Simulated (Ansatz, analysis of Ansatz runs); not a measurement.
**Migration in Li5AuO4 (C2/m): V_Li hop (2.7 Å), charge −1**

How high is the barrier when Li changes place in Li5AuO4 (C2/m)? The case: V_Li hop (2.7 Å), charge −1, in a cell of 80 host atoms with 1 Li taken out.

Program: Ansatz 0.2.0. Level of theory: plane-wave PAW DFT, PBEsol; nudged elastic band between two relaxed defect structures at fixed charge in a uniform background. Results are calculated unless marked as measured.

### Step 1. Starting point

The cell holds 79 atoms: 39 Li, 8 Au and 32 O. Cell: a = 9.403 Å, b = 9.404 Å, c = 9.396 Å, α = 90.0°, β = 102.9°, γ = 90.0°. It derives from Li5AuO4 (space group C2/m). Nearest the centre at fractional (0.500, 0.141, 0.500): Li68 at 1.33 Å, O20 at 1.48 Å, O76 at 1.48 Å, Li47 at 2.43 Å, Li66 at 2.43 Å, Li65 at 2.46 Å, Li26 at 2.46 Å, O34 at 2.69 Å. The cell carries charge −1.

The cell's shortest repeat is 9.4 Å.

### Step 2. Relaxation of the start point, charge −1

A barrier is counted from a minimum, so both ends are relaxed first. Small random displacements break the symmetry of the ideal sites, so that the defect can distort if it gains by it. The charge of −1 is set by the electron count, and a uniform background keeps the cell neutral.

The input, qm1.start/input.yaml:

```yaml
crystal:
  lattice:
    - [9.40268524, 0.0, -0.02548652]
    - [0.0, 9.40405317, 0.0]
    - [-2.07562506, 0.0, 9.16358709]
  atoms:
    - { symbol: Li, position: [0.0, 0.7924353, 0.25] }
    - { symbol: Li, position: [0.25, 0.2924353, 0.25] }
    - { symbol: Li, position: [0.0, 0.28254642, 0.0] }
    - { symbol: Li, position: [0.25, 0.78254642, 0.0] }
    - { symbol: Li, position: [0.0, 0.71745358, 0.0] }
    - { symbol: Li, position: [0.25, 0.21745358, 0.0] }
    - { symbol: Li, position: [0.0, 0.2075647, 0.25] }
    - { symbol: Li, position: [0.25, 0.7075647, 0.25] }
    - { symbol: Li, position: [0.0, 0.0, 0.0] }
    - { symbol: Li, position: [0.25, 0.5, 0.0] }
    - { symbol: Au, position: [0.0, 0.5, 0.25] }
    - { symbol: Au, position: [0.25, 0.0, 0.25] }
    - { symbol: O, position: [0.12789862, 0.85260183, 0.12509074] }
    - { symbol: O, position: [0.37789862, 0.35260183, 0.12509074] }
    - { symbol: O, position: [0.12210138, 0.35260183, 0.37490926] }
    - { symbol: O, position: [0.37210138, 0.85260183, 0.37490926] }
    - { symbol: O, position: [0.12789862, 0.14739817, 0.12509074] }
    - { symbol: O, position: [0.37789862, 0.64739817, 0.12509074] }
    - { symbol: O, position: [0.12210138, 0.64739817, 0.37490926] }
    - { symbol: O, position: [0.37210138, 0.14739817, 0.37490926] }
    - { symbol: Li, position: [0.0, 0.7924353, 0.75] }
    - { symbol: Li, position: [0.25, 0.2924353, 0.75] }
    - { symbol: Li, position: [0.0, 0.28254642, 0.5] }
    - { symbol: Li, position: [0.25, 0.78254642, 0.5] }
    - { symbol: Li, position: [0.0, 0.71745358, 0.5] }
    - { symbol: Li, position: [0.25, 0.21745358, 0.5] }
    - { symbol: Li, position: [0.0, 0.2075647, 0.75] }
    - { symbol: Li, position: [0.25, 0.7075647, 0.75] }
    - { symbol: Li, position: [0.0, 0.0, 0.5] }
    - { symbol: Li, position: [0.25, 0.5, 0.5] }
    - { symbol: Au, position: [0.0, 0.5, 0.75] }
    - { symbol: Au, position: [0.25, 0.0, 0.75] }
    - { symbol: O, position: [0.12789862, 0.85260183, 0.62509074] }
    - { symbol: O, position: [0.37789862, 0.35260183, 0.62509074] }
    - { symbol: O, position: [0.12210138, 0.35260183, 0.87490926] }
    - { symbol: O, position: [0.37210138, 0.85260183, 0.87490926] }
    - { symbol: O, position: [0.12789862, 0.14739817, 0.62509074] }
    - { symbol: O, position: [0.37789862, 0.64739817, 0.62509074] }
    - { symbol: O, position: [0.12210138, 0.64739817, 0.87490926] }
    - { symbol: O, position: [0.37210138, 0.14739817, 0.87490926] }
    - { symbol: Li, position: [0.5, 0.7924353, 0.25] }
    - { symbol: Li, position: [0.75, 0.2924353, 0.25] }
    - { symbol: Li, position: [0.5, 0.28254642, 0.0] }
    - { symbol: Li, position: [0.75, 0.78254642, 0.0] }
    - { symbol: Li, position: [0.5, 0.71745358, 0.0] }
    - { symbol: Li, position: [0.75, 0.21745358, 0.0] }
    - { symbol: Li, position: [0.5, 0.2075647, 0.25] }
    - { symbol: Li, position: [0.75, 0.7075647, 0.25] }
    - { symbol: Li, position: [0.5, 0.0, 0.0] }
    - { symbol: Li, position: [0.75, 0.5, 0.0] }
    - { symbol: Au, position: [0.5, 0.5, 0.25] }
    - { symbol: Au, position: [0.75, 0.0, 0.25] }
    - { symbol: O, position: [0.62789862, 0.85260183, 0.12509074] }
    - { symbol: O, position: [0.87789862, 0.35260183, 0.12509074] }
    - { symbol: O, position: [0.62210138, 0.35260183, 0.37490926] }
    - { symbol: O, position: [0.87210138, 0.85260183, 0.37490926] }
    - { symbol: O, position: [0.62789862, 0.14739817, 0.12509074] }
    - { symbol: O, position: [0.87789862, 0.64739817, 0.12509074] }
    - { symbol: O, position: [0.62210138, 0.64739817, 0.37490926] }
    - { symbol: O, position: [0.87210138, 0.14739817, 0.37490926] }
    - { symbol: Li, position: [0.5, 0.7924353, 0.75] }
    - { symbol: Li, position: [0.75, 0.2924353, 0.75] }
    - { symbol: Li, position: [0.75, 0.78254642, 0.5] }
    - { symbol: Li, position: [0.5, 0.71745358, 0.5] }
    - { symbol: Li, position: [0.75, 0.21745358, 0.5] }
    - { symbol: Li, position: [0.5, 0.2075647, 0.75] }
    - { symbol: Li, position: [0.75, 0.7075647, 0.75] }
    - { symbol: Li, position: [0.5, 0.0, 0.5] }
    - { symbol: Li, position: [0.75, 0.5, 0.5] }
    - { symbol: Au, position: [0.5, 0.5, 0.75] }
    - { symbol: Au, position: [0.75, 0.0, 0.75] }
    - { symbol: O, position: [0.62789862, 0.85260183, 0.62509074] }
    - { symbol: O, position: [0.87789862, 0.35260183, 0.62509074] }
    - { symbol: O, position: [0.62210138, 0.35260183, 0.87490926] }
    - { symbol: O, position: [0.87210138, 0.85260183, 0.87490926] }
    - { symbol: O, position: [0.62789862, 0.14739817, 0.62509074] }
    - { symbol: O, position: [0.87789862, 0.64739817, 0.62509074] }
    - { symbol: O, position: [0.62210138, 0.64739817, 0.87490926] }
    - { symbol: O, position: [0.87210138, 0.14739817, 0.87490926] }
total_charge: -1
basis:
  ecutwfc: 420
  xc_grid: 2
hamiltonian:
  xc: pbesol
kpoints:
  mp_grid: { grid: [1, 1, 1], shift: [0.25, 0.25, 0.25] }
scf:
  occupations: { method: fixed }
  max_iter: 100
output:
  forces: true
relax:
  f_tol: 0.02
  max_steps: 70
  random_displacement: { amplitude: 0.03, seed: 7000 }
```

Run with:

```
$ ansatz run input.yaml --threads 4 --pin off --max-ram 14131MiB --backend cpu --events-out ev --progress --plain --runs-dir out
```

Numbers of over 12 decimals in the logs are rounded to 6 here.

Log:

```text
[... repeated set-up lines and file paths are left out, and long positions are rounded to six places ...]
The last accepted step is kept in <dir> (removed where the run ends without a failure and the disk answers)
Engine: ansatz 0.2.0, aarch64-unknown-linux-gnu
Pseudopotentials: kind: paw
Pseudopotential: Li, paw, valence charge 3, recommended cutoff 420 eV (normal), Li.paw.azcp
Pseudopotential: Au, paw, valence charge 19, recommended cutoff 420 eV (normal), Au.paw.azcp
Pseudopotential: O, paw, valence charge 6, recommended cutoff 420 eV (normal), O.paw.azcp
Functional definition: PBEsol
  exchange = pbesol_x
  correlation = pbesol_c
Crystal: 79 atoms, lattice volume = 809.778 Å³
Basis set: ecut = 420 eV, 15817 PW (Γ), exchange–correlation on 128×128×128 points (8 copies of the dense FFT grid, shifted against one another)
Bands: 310, of which v1, the nominal top of the filled ones, is band 231 counted from 1 (230 counted from 0)
Symmetry: 1 space group operations
k-points: 1
Non-local potential: Li, projectors of the file, l = 0: 3, l = 1: 2, l = 2: 1
Non-local potential: Au, projectors of the file, l = 0: 3, l = 1: 2, l = 2: 2, l = 3: 1
Non-local potential: O, projectors of the file, l = 0: 2, l = 1: 2, l = 2: 1
PAW form: soft (Blöchl's): semilocal exchange-correlation on the pseudo side does not see the compensation charge
PAW frozen core: Au, regenerated for the run's functional, and the local potential with it (the file was generated under x = pbe(κ = 0.804, μ = 0.219515), c = pbe(β = 0.066725))
PAW frozen core: O, regenerated for the run's functional, and the local potential with it (the file was generated under x = pbe(κ = 0.804, μ = 0.219515), c = pbe(β = 0.066725))
PAW one-centre angular grid: Li, 110 points (default); XC on 64 Gauss nodes
PAW one-centre angular grid: Au, 590 points (default); XC on 64 Gauss nodes
PAW one-centre angular grid: O, 110 points (default); XC on 64 Gauss nodes
Initial density: superposition of atomic densities (neutral atoms scaled as one to the charged cell's electrons: chi_scale 0, normalization atom), corrected by the library's trained network
Initial wavefunctions: pseudopotential atomic-orbital guess
Functional: x = pbesol(κ = 0.804, μ = 0.123457), c = pbesol(β = 0.046)
SCF iter   1: F=—  HF=-129955.177665 eV  |F-HF|=—  |Δ(HF+E_count)|=         —  Δρ=1.69e-2  dr2=1.85e0  ethr=1.77e-3  ⟨swp⟩=5.0  Hψ=901  notcnv=0  defer=74
preconditioner: auto → Resta (q_TF=auto, 2.485 Å⁻¹)  ε∞=3.9  [insulator: Δε(μ)=2.146 eV  Ē_g=13.736 eV  n_scr=218 (ndim 8)  ℏωp=23.3 eV  f_vac=0.086  ε∞_Penn≈3.9]
SCF iter   2: F=—  HF=-129954.651456 eV  |F-HF|=—  |Δ(HF+E_count)|=   5.26e-1  Δρ=3.54e-3  dr2=8.37e-2  ethr=4.00e-4  ⟨swp⟩=2.0  Hψ=451  notcnv=0  defer=74
SCF iter   3: F=—  HF=-129954.634458 eV  |F-HF|=—  |Δ(HF+E_count)|=   1.70e-2  Δρ=1.55e-3  dr2=2.03e-2  ethr=1.81e-5  ⟨swp⟩=2.0  Hψ=369  notcnv=0  defer=67
automatic band count: iteration 3 solves 300 bands in place of 310: the levels show a gap, and the empty bands left out lie too high to hold charge; the band table lists the bands solved (type scf.n_extra_bands for more)
SCF iter   4: F=—  HF=-129954.632495 eV  |F-HF|=—  |Δ(HF+E_count)|=   1.96e-3  Δρ=6.55e-4  dr2=4.27e-3  ethr=4.38e-6  ⟨swp⟩=2.0  Hψ=373  notcnv=0  defer=67
SCF iter   5: F=—  HF=-129954.634617 eV  |F-HF|=—  |Δ(HF+E_count)|=   2.12e-3  Δρ=3.48e-4  dr2=1.16e-3  ethr=9.23e-7  ⟨swp⟩=2.0  Hψ=371  notcnv=0  defer=64
SCF iter   6: F=—  HF=-129954.634590 eV  |F-HF|=—  |Δ(HF+E_count)|=   2.71e-5  Δρ=1.90e-4  dr2=3.54e-4  ethr=2.52e-7  ⟨swp⟩=2.0  Hψ=373  notcnv=0  defer=61
SCF iter   7: F=—  HF=-129954.634619 eV  |F-HF|=—  |Δ(HF+E_count)|=   2.85e-5  Δρ=7.63e-5  dr2=5.79e-5  ethr=7.66e-8  ⟨swp⟩=2.0  Hψ=371  notcnv=0  defer=61
SCF iter   8: F=—  HF=-129954.634627 eV  |F-HF|=—  |Δ(HF+E_count)|=   8.64e-6  Δρ=3.56e-5  dr2=1.17e-5  ethr=1.25e-8  ⟨swp⟩=2.0  Hψ=396  notcnv=0  defer=61
SCF iter   9: F=-129954.634629 eV  HF=-129954.634629 eV  |F-HF|=2.36e-8  |Δ(HF+E_count)|=   1.37e-6  Δρ=8.51e-6  dr2=6.23e-7  ethr=2.16e-9  ⟨swp⟩=4.0  Hψ=693  notcnv=0
SCF 1 converged in 9 iterations: F = -129954.634629 eV  dr2 = 6.23e-7
  greatest PAW one-centre occupation: 1.001 electrons in one spin orbital (limit 2), on the Au atom at site 50 (counted from 0), in its partial waves of l = 0
relax step   1: F+E_penalty+E_count = -129954.63462854 eV  Δ(F+E_penalty+E_count) = +0.000e0 eV  max|allowed force component| = 1.360e0 eV/Å  Δτ_max = 0.0000 Å  (9 SCF iters, dr2 threshold 1.00e-5 eV, accepted)
[... the SCF cycles and remarks between the steps are left out from here to the last step ...]
relax step   2: F+E_penalty+E_count = -129955.19815953 eV  Δ(F+E_penalty+E_count) = -5.635e-1 eV  max|allowed force component| = 5.626e-1 eV/Å  Δτ_max = 0.1022 Å  (6 SCF iters, dr2 threshold 1.00e-4 eV, accepted)
relax step   3: F+E_penalty+E_count = -129955.40735604 eV  Δ(F+E_penalty+E_count) = -2.092e-1 eV  max|allowed force component| = 1.659e-1 eV/Å  Δτ_max = 0.1068 Å  (7 SCF iters, dr2 threshold 1.98e-5 eV, accepted)
relax step   4: F+E_penalty+E_count = -129955.43861612 eV  Δ(F+E_penalty+E_count) = -3.126e-2 eV  max|allowed force component| = 1.765e-2 eV/Å  Δτ_max = 0.0433 Å  (8 SCF iters, dr2 threshold 2.39e-6 eV, accepted)
iter 1 solved again at ethr=4.13e-11 eV; its pass at ethr=3.10e-3 eV (dr2=1.91e-7 eV) is discarded
SCF iter   1: F=—  HF=-129955.438856 eV  |F-HF|=—  |Δ(HF+E_count)|=         —  Δρ=4.88e-6  dr2=1.91e-7  ethr=4.13e-11  ⟨swp⟩=1.0  Hψ=632  notcnv=0  defer=61
automatic band count: iteration 1 solves 300 bands in place of 310: the levels show a gap, and the empty bands left out lie too high to hold charge; the band table lists the bands solved (type scf.n_extra_bands for more)
SCF iter   2: F=—  HF=-129955.438616 eV  |F-HF|=—  |Δ(HF+E_count)|=   2.40e-4  Δρ=2.82e-6  dr2=7.59e-8  ethr=2.16e-11  ⟨swp⟩=2.0  Hψ=973  notcnv=0
SCF iter   3: F=-129955.438616 eV  HF=-129955.438616 eV  |F-HF|=2.13e-8  |Δ(HF+E_count)|=   5.54e-8  Δρ=1.73e-6  dr2=3.51e-8  ethr=1.64e-11  ⟨swp⟩=2.0  Hψ=723  notcnv=0
SCF 5 converged in 3 iterations: F = -129955.438616 eV  dr2 = 3.51e-8
relax step   5: F+E_penalty+E_count = -129955.43861617 eV  Δ(F+E_penalty+E_count) = -5.169e-8 eV  max|allowed force component| = 1.765e-2 eV/Å  Δτ_max = 0.0000 Å  (3 SCF iters, accepted)
SCF converged after 3 iterations
Free energy (F): -129955.438616 eV
Harris-Foulkes:  -129955.438616 eV  (|F-HF|=2.13e-8)
Internal energy: -129955.438616 eV  (E = F + TS)
E sigma→0 (E₀):  -129955.438616 eV
Fermi energy:    5.302504 eV
--- Per-component energies (eV) ---
  E_band       = -7025.020913
  E_kinetic    = 11323.914219
  E_local      = -41231.661402  (includes V_loc(G=0)·N_el)
  E_nonlocal   = 871.941576
  E_hartree    = 16130.034626
  E_xc         = -4591.757146
  E_vxc        = -5770.515787  (∫ρ·V_xc dr)
  E_paw        = -82148.231994  (= ΣΔE_a)
  E_vpaw       = -4478.856828  (= ΣTr[D̂ρ^β])
  E_aug_tail   = 0.092149  (compensation charges beyond the density's cutoff)
  E_ewald      = -30313.375690
  E_core_change = 3.605046  (= ΣΔE_core)
  E_smearing   = -0.000000  (= −TS)
  E_closure    = 0.000000  (closes the sum)
  E_deformation_potential = -16.058829  (in the stress; not in F)
  Σ components = -129955.438616   (vs F -129955.438616, Δ=0.00e0)
--- Forces (eV/Å), atoms counted from 1 ---
  atom   1  Li    -0.00510224     0.00031399     0.00206145
  atom   2  Li    -0.00259004    -0.00049535    -0.00418348
  [... 13 atoms left out ...]
  atom  16  O      0.00369565    -0.00358300    -0.00770269
  [... 3 atoms left out ...]
  atom  20  O      0.00446194     0.00644952     0.00327040
  [... 5 atoms left out ...]
  atom  26  Li     0.00358418     0.00176650    -0.00192427
  [... 7 atoms left out ...]
  atom  34  O     -0.01737502    -0.01357811     0.00459029
  [... 12 atoms left out ...]
  atom  47  Li    -0.00491717    -0.00817808    -0.00088797
  [... 7 atoms left out ...]
  atom  55  O      0.01455943    -0.01128575    -0.00555695
  [... 9 atoms left out ...]
  atom  65  Li    -0.00465497     0.00006048     0.00169918
  atom  66  Li     0.00735075    -0.00562193     0.00250226
  [... 1 atom left out ...]
  atom  68  Li     0.00251349    -0.00533685     0.00259666
  [... 7 atoms left out ...]
  atom  76  O     -0.00157172     0.00776279     0.00213104
  [... 3 atoms left out ...]
  max |Σ_I F_I| component: 8.16e-5 eV/Å
--- Relaxed structure (5 steps of the walk, 5 accepted, 0 SCFs on fresh bases) ---
  F+E_penalty+E_count = -129955.43861617 eV   max|allowed force component| = 1.765e-2 eV/Å
  atoms:
    - { symbol: Li, position: [-8.64697513877355e-5, 0.790375, 0.249603] }
    - { symbol: Li, position: [0.254947, 0.290335, 0.253077] }
    [... 13 atoms left out ...]
    - { symbol: O, position: [0.371021, 0.850661, 0.375406] }
    [... 3 atoms left out ...]
    - { symbol: O, position: [0.370825, 0.141950, 0.370938] }
    [... 5 atoms left out ...]
    - { symbol: Li, position: [0.267814, 0.225579, 0.503888] }
    [... 7 atoms left out ...]
    - { symbol: O, position: [0.363144, 0.362474, 0.638182] }
    [... 12 atoms left out ...]
    - { symbol: Li, position: [0.505309, 0.216659, 0.263922] }
    [... 7 atoms left out ...]
    - { symbol: O, position: [0.637098, 0.362433, 0.362057] }
    [... 9 atoms left out ...]
    - { symbol: Li, position: [0.732364, 0.225638, 0.496369] }
    - { symbol: Li, position: [0.494905, 0.216525, 0.736338] }
    [... 1 atom left out ...]
    - { symbol: Li, position: [0.500080, 0.008423, 0.500139] }
    [... 7 atoms left out ...]
    - { symbol: O, position: [0.629523, 0.141829, 0.629391] }
    [... 3 atoms left out ...]
```

Run time: 50 s. Hardware: 4 threads of Arm Neoverse V1, shared host; peak memory 1.4 GiB; 3.2 min of CPU time.

Relaxation path:

```
step  energy less that of the first step (eV)  largest force component (eV/Å)
   1                                   0.0000                          1.3603
   2                                  -0.5635                          0.5626
   3                                  -0.7727                          0.1659
   4                                  -0.8040                          0.0176
   5                                  -0.8040                          0.0177
```

The atoms that moved most (Å, from the sites as typed, ahead of the random displacement, the mean shift of all atoms taken out):

```
atom      dx      dy      dz  length
 O55   0.167   0.092  -0.120   0.225
 O34  -0.167   0.093   0.119   0.225
Li65  -0.159   0.077  -0.035   0.180
Li26   0.158   0.076   0.033   0.179
Li66  -0.021   0.084  -0.127   0.154
Li47   0.020   0.085   0.126   0.153
Li68  -0.001   0.079  -0.001   0.079
Li42   0.058  -0.019  -0.040   0.073
```

Neighbours of Li68 at the end:

```
atom  distance (Å)
 O20         1.967
 O76         1.967
 O16         2.100
 O72         2.102
Li64         2.721
Au12         2.943
Au71         2.945
Li66         2.967
Li47         2.968
Li26         2.996
Li65         2.996
```

Numbers from this step:

- free energy: -129955.4386 eV
- r.m.s. move of the farther half of the atoms: 0.02483 Å
- largest move from the ideal geometry of this structure, a common shift of the far atoms taken out: 0.2279 Å

The relaxation gained 0.804 eV and ended with a largest force component of 0.018 eV/Å.

(Part 1 of 5 ends here.)

[Logs are printed without paths, hosts, clocks, repeated set-up lines and the standing remarks that a program may print on its own settings, such as how far it seeks lower states.]

[Hosts, paths, dates, database ids (printed as entryN), source tags and the programs' standing remarks are cut or masked in the printed files.]
